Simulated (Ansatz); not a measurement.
# Li on Ag(100): change of the work function, part 2 of 2

Wanted: Δφ(θ) for Li/Ag(100), starting from the hollow site.

Ansatz 0.2.0; plane-wave DFT, RPBE, Ansatz PAW.

So far, work function, upper face (eV): step 2 (the clean slab) 4.04; step 3 (17 atoms, coverage 0.25 ML, cell 2x2) 2.52; step 4 (18 atoms, coverage 0.5 ML, cell 2x2) 2.36; step 5 (5 atoms, coverage 1 ML, cell 1x1) 2.95.

### Step 7. The slab at 0.25 ML, atoms frozen

This step: plane-wave DFT, RPBE, Ansatz PAW (Ansatz 0.2.0).

System of this step: Li/Ag(100). The cell holds 17 atoms: 16 Ag and 1 Li. Its edges and angles: a = 5.784 Å, b = 5.784 Å, c = 26.392 Å, α = 90.0°, β = 90.0°, γ = 90.0°. Vacuum lies along c.

To see where the charge goes, the covered slab, the bare substrate and the adsorbate layer are each run at the same frozen positions and on the same grid.

File input.yaml:

```yaml
crystal:
  lattice:
    - [5.7841334702, 0.0, 0.0]
    - [0.0, 5.7841334702, 0.0]
    - [0.0, 0.0, 26.39209437]
  atoms:
    - { symbol: Ag, position: [0.25, 0.25, 0.3410112087] }
    - { symbol: Ag, position: [0.0, 0.0, 0.4184965333] }
    - { symbol: Ag, position: [0.25, 0.25, 0.5014031624] }
    - { symbol: Ag, position: [-0.0012469969, -0.0012469969, 0.5846900281] }
    - { symbol: Ag, position: [0.25, 0.75, 0.3410112087] }
    - { symbol: Ag, position: [0.0, 0.5, 0.4184965333] }
    - { symbol: Ag, position: [0.25, 0.75, 0.5012823087] }
    - { symbol: Ag, position: [-0.0012469969, 0.5012469969, 0.5846900281] }
    - { symbol: Ag, position: [0.75, 0.25, 0.3410112087] }
    - { symbol: Ag, position: [0.5, 0.0, 0.4184965333] }
    - { symbol: Ag, position: [0.75, 0.25, 0.5012823087] }
    - { symbol: Ag, position: [0.5012469969, -0.0012469969, 0.5846900281] }
    - { symbol: Ag, position: [0.75, 0.75, 0.3410112087] }
    - { symbol: Ag, position: [0.5, 0.5, 0.4184965333] }
    - { symbol: Ag, position: [0.75, 0.75, 0.5016360974] }
    - { symbol: Ag, position: [0.5012469969, 0.5012469969, 0.5846900281] }
    - { symbol: Li, position: [0.25, 0.25, 0.6537724607] }
kpoints:
  mp_grid: { grid: [5, 5, 1] }
hamiltonian:
  xc: rpbe
scf:
  occupations: { method: fermi_dirac, width: 0.1 }
  convergence: { dr2_threshold: 1.0e-08 }
efield:
  axis: 3
  dipole_correction: true
  ramp_position: 0.97
  ramp_width: 0.06
output:
  write_potential: true
  write_density: true
  volumetric_format: npy
```

Run with:

```
ansatz run input.yaml --threads 4 --pin off --max-ram 12288MiB --backend cpu --events-out ev --progress --plain --runs-dir out
```

Run time: 44 s. Hardware: 4 threads of Arm Neoverse V1, shared host; peak memory 3.3 GiB; 2.9 min of CPU time.

This step gave:

```
energy at zero smearing        : -121779.5324 eV
work function, upper face      : 2.517 eV
work function, lower face      : 4.036 eV
dipole along the normal        : 0.2808 e·Å
step between the vacuum levels : -1.519 eV
```

The work function of the upper face is 2.52 eV.

### Step 8. The substrate of the 0.25 ML cell alone

System of this step: Li/Ag(100), substrate alone, atoms held. The cell holds 16 atoms: 16 Ag. Its edges and angles: a = 5.784 Å, b = 5.784 Å, c = 26.392 Å, α = 90.0°, β = 90.0°, γ = 90.0°. Vacuum lies along c.

The second part, atoms unmoved.

Changes to input.yaml since step 7:

```diff
@@ -22,3 +22,2 @@
     - { symbol: Ag, position: [0.5012469969, 0.5012469969, 0.5846900281] }
-    - { symbol: Li, position: [0.25, 0.25, 0.6537724607] }
 kpoints:
```

The job ended after 41 s (4 threads; peak memory 3.2 GiB; 2.7 min of CPU time).

Numbers from this step:

* energy at zero smearing: -121573.8698 eV
* work function, upper face: 4.068 eV
* work function, lower face: 4.011 eV
* dipole along the normal: -0.01048 e·Å
* step between the vacuum levels: 0.05665 eV

The work function of the upper face is 4.07 eV.

### Step 9. The adsorbate layer of the 0.25 ML cell alone

System of this step: Li/Ag(100), adsorbate layer alone, atoms held. The cell holds 1 atom: 1 Li. Its edges and angles: a = 5.784 Å, b = 5.784 Å, c = 26.392 Å, α = 90.0°, β = 90.0°, γ = 90.0°. Vacuum lies along c.

The third part; a free layer of atoms may carry a moment, so spin is on.

input.yaml, the sections that differ from step 8:

```yaml
crystal:
  lattice:
    - [5.7841334702, 0.0, 0.0]
    - [0.0, 5.7841334702, 0.0]
    - [0.0, 0.0, 26.39209437]
  atoms:
    - { symbol: Li, position: [0.25, 0.25, 0.6537724607], spin: 1.0 }
magnetization:
  spin_polarized: true
# kpoints, hamiltonian, scf, efield, output: as in step 8
```

Elapsed: 6.9 s, on 4 threads; peak memory 0.8 GiB; 25 s of CPU time.

Numbers from this step:

```yaml
energy_at_zero_smearing: -203.9136 eV
total_moment: 0.3423 μB
site_moments: 0.2678 μB
work_function_upper_face: 2.977 eV
dipole_along_the_normal: 1.77e-6 e·Å
```

Site moment by atom:

```tsv
atom	site moment (μB)
Li1	0.268
```

The free layer carries a moment of 0.3 μB a cell.

### Step 10. Where the charge went at 0.25 ML

This step: plane-wave DFT, RPBE, Ansatz PAW; density difference on adsorption (Ansatz 0.2.0).

The densities of the parts are taken from that of the whole and averaged over planes; the first moment of what is left gives the step in the potential.

Numbers from this step:

| Property | Result |
| --- | --- |
| largest charge moved | 0.006396 e/Å² |
| potential step from the moved charge | -1.576 eV |

Planar mean, whole system less its parts. Table of electron density difference by z:

```tsv
z (Å)	electron density difference (e/Å³)
4.0	-6.0e-7
4.5	-1.3e-6
5.0	-2.6e-6
5.5	-4.4e-6
6.0	-4.8e-6
6.5	7.6e-7
7.0	2.4e-5
7.5	8.5e-5
8.0	1.2e-4
8.5	-4.8e-5
9.0	-9.5e-5
9.5	2.7e-5
10.0	-1.6e-4
10.5	2.4e-5
11.0	-1.1e-4
11.5	-3.4e-5
12.0	4.4e-5
12.5	1.2e-4
13.0	-5.9e-5
13.5	1.8e-4
14.0	5.0e-4
14.5	-0.00212
15.0	-0.00282
15.5	-0.00184
16.0	0.00232
16.5	0.0104
17.0	0.00539
17.5	2.0e-4
18.0	-0.00370
18.5	-0.00383
19.0	-0.00247
19.5	-0.00127
20.0	-6.0e-4
20.5	-2.8e-4
21.0	-1.2e-4
21.5	-5.3e-5
22.0	-2.2e-5
22.5	-8.8e-6
23.0	-3.4e-6
23.5	-1.3e-6
24.0	-5.1e-7
```

Planar mean, whole system less its parts. Electrons moved below z against z:

z (Å), electrons moved below z (e/Å²) and a bar from the least value:
```
        4    0.00000 ##########
        5    0.00000 ##########
        6   -0.00001 ##########
        7    0.00000 ##########
        8    0.00009 ###########
        9    0.00006 ##########
       10    0.00000 ##########
       11   -0.00004 ##########
       12   -0.00007 ##########
       13   -0.00008 ##########
       14    0.00035 ###########
       15   -0.00159 ####
       16   -0.00280 
       17    0.00543 ##############################
       18    0.00505 #############################
       19    0.00156 ################
       20    0.00033 ###########
       21    0.00006 ##########
       22    0.00001 ##########
       23    0.00000 ##########
       24    0.00000 ##########
```

### Step 11. A changed input

This step: plane-wave DFT, RPBE, Ansatz PAW (Ansatz 0.2.0).

System of this step: Li/Ag(100). The cell holds 5 atoms: 4 Ag and 1 Li. Cell: a = 2.892 Å, b = 2.892 Å, c = 26.392 Å, α = 90.0°, β = 90.0°, γ = 90.0°. Vacuum lies along c.

A run with a changed input: it repeats the earlier run at 1 ML with relax.f_tol from 0.02 to 0.1, relax.max_displacement to 0.1 and scf.eigensolver.kind to davidson.

File input.yaml:

```yaml
crystal:
  lattice:
    - [2.8920667351, 0.0, 0.0]
    - [0.0, 2.8920667351, 0.0]
    - [0.0, 0.0, 26.39209437]
  atoms:
    - { symbol: Ag, position: [0.5, 0.5, 0.3410112087] }
    - { symbol: Ag, position: [0.0, 0.0, 0.4184965333] }
    - { symbol: Ag, position: [0.5, 0.5, 0.5014814386] }
    - { symbol: Ag, position: [0.0, 0.0, 0.5828796184] }
    - { symbol: Li, position: [0.5, 0.5, 0.6589887913] }
kpoints:
  mp_grid: { grid: [10, 10, 1] }
hamiltonian:
  xc: rpbe
scf:
  occupations: { method: fermi_dirac, width: 0.1 }
  convergence: { dr2_threshold: 1.0e-08 }
  eigensolver: { kind: davidson }
efield:
  axis: 3
  dipole_correction: true
  ramp_position: 0.97
  ramp_width: 0.06
relax:
  f_tol: 0.1
  max_steps: 60
  constraints: [{ sites: [0, 1] }]
  max_displacement: 0.1
output:
  bader: true
  write_potential: true
  write_density: true
  volumetric_format: npy
```

It took 19 s on 4 threads; peak memory 0.56 GiB.

Relaxation path:

```tsv
step	energy less that of the first step (eV)	largest force component (eV/Å)
1	0.0000	0.3304
2	-0.0195	0.0961
```

The run keeps the 8 symmetry operations that it works with, so distortions that break them were not tested.

The atoms that moved most (Å):

```tsv
atom	dx	dy	dz	length
Ag4	0.000	0.000	0.098	0.098
Li5	0.000	0.000	-0.086	0.086
```

The relaxed structure:

```cif
data_structure
_symmetry_space_group_name_H-M 'P 1'
_symmetry_Int_Tables_number 1
_cell_length_a 2.8921
_cell_length_b 2.8921
_cell_length_c 26.3921
_cell_angle_alpha 90.000
_cell_angle_beta 90.000
_cell_angle_gamma 90.000
_cell_volume 220.74
loop_
_atom_site_label
_atom_site_type_symbol
_atom_site_fract_x
_atom_site_fract_y
_atom_site_fract_z
_atom_site_occupancy
Ag1 Ag 0.50000 0.50000 0.34101 1
Ag2 Ag 0.00000 0.00000 0.41850 1
Ag3 Ag 0.50000 0.50000 0.50139 1
Ag4 Ag 0.00000 0.00000 0.58660 1
Li5 Li 0.50000 0.50000 0.65575 1
```

Numbers from this step:

```yaml
energy_at_zero_smearing: -30599.2086 eV
work_function_upper_face: 2.931 eV
work_function_lower_face: 3.981 eV
dipole_along_the_normal: 0.04854 e·Å
step_between_the_vacuum_levels: -1.050 eV
```

```tsv
quantity	this run	earlier run	difference
work function, upper face (eV)	2.931	2.951	-0.021
work function, lower face (eV)	3.981	3.982	-0.0013
dipole along the normal (e·Å)	0.04854	0.04765	8.9e-4
```

What moves beyond 0.01 in its unit (for the dipole 0.5 % and 5e-5 e·Å): dipole along the normal (+0.00089 e·Å) and work function, upper face (-0.0205 eV).

### Step 12. Varying the input

System of this step: Ag(100). The cell holds 4 atoms: 4 Ag. Cell: a = 2.892 Å, b = 2.892 Å, c = 24.135 Å, α = 90.0°, β = 90.0°, γ = 90.0°. Vacuum lies along c.

An input spoilt on purpose, to show how the run answers: it repeats the earlier run at 0 ML with relax.max_steps from 60 to 1, and scf.max_iter set to 80.

File input.yaml:

```yaml
crystal:
  lattice:
    - [2.8920667351, 0.0, 0.0]
    - [0.0, 2.8920667351, 0.0]
    - [0.0, 0.0, 24.135]
  atoms:
    - { symbol: Ag, position: [0.5, 0.5, 0.3729024239] }
    - { symbol: Ag, position: [0.0, 0.0, 0.4576341413] }
    - { symbol: Ag, position: [0.5, 0.5, 0.5423658587] }
    - { symbol: Ag, position: [0.0, 0.0, 0.6270975761] }
kpoints:
  mp_grid: { grid: [10, 10, 1] }
hamiltonian:
  xc: rpbe
scf:
  occupations: { method: fermi_dirac, width: 0.1 }
  convergence: { dr2_threshold: 1.0e-08 }
  max_iter: 80
efield:
  axis: 3
  dipole_correction: true
  ramp_position: 0.97
  ramp_width: 0.06
relax:
  f_tol: 0.02
  max_steps: 1
  constraints: [{ sites: [0, 1] }]
output:
  write_potential: true
  write_density: true
  volumetric_format: npy
```

It took 4.2 s on 4 threads; peak memory 0.51 GiB.

The run stopped before the relaxation met all its tests.

The program's message: “Error: geometry relaxation did not converge after 1 steps: max|allowed force component| = 3.19e-1 eV/Å (threshold 2.0e-2). Raise `relax.max_steps` over both its present limit and 1, loosen `relax.f_to …”

The fault put into the input: too few relaxation steps.

### Step 13. Outcome

| Property | Result |
| --- | --- |
| work function of the clean face | 4.04 eV |
| work function at 0.25 ML | 2.52 eV |
| work function at 0.5 ML | 2.36 eV |
| work function at 1 ML | 2.95 eV |
| dipole per adsorbate at 0.25 ML, positive end outwards | 1.38 D |
| step of the potential from the moved charge at 0.25 ML, upper less lower side, atoms held | -1.58 eV |

What this shows: Li lowers the work function of Ag(100) at the lowest coverage, by 1.53 eV: the adsorbate layer has its positive end outwards. The dipole per adsorbate falls from 1.38 to 0.24 D as the layer fills. Neighbouring dipoles depolarise each other, and heights and bonding change with coverage too. The work function passes a minimum near 0.5 ML among the coverages run and rises again. The slab has 4 layers, at the tabulated experimental lattice constant, one starting site was run, and quantum-size effects of a slab this thin can reach one or two tenths of an eV.

[Logs are printed without paths, hosts, clocks, repeated set-up lines and the standing remarks that a program may print on its own settings, such as how far it seeks lower states.]

[Hosts, paths, dates, database ids (printed as entryN), source tags and the programs' standing remarks are cut or masked in the printed files.]

[Maps of the electrostatic potential energy from Ansatz leave out the sawtooth potential of an applied field or a dipole correction, so their vacuum need not be flat; planar profiles and work functions include it.]
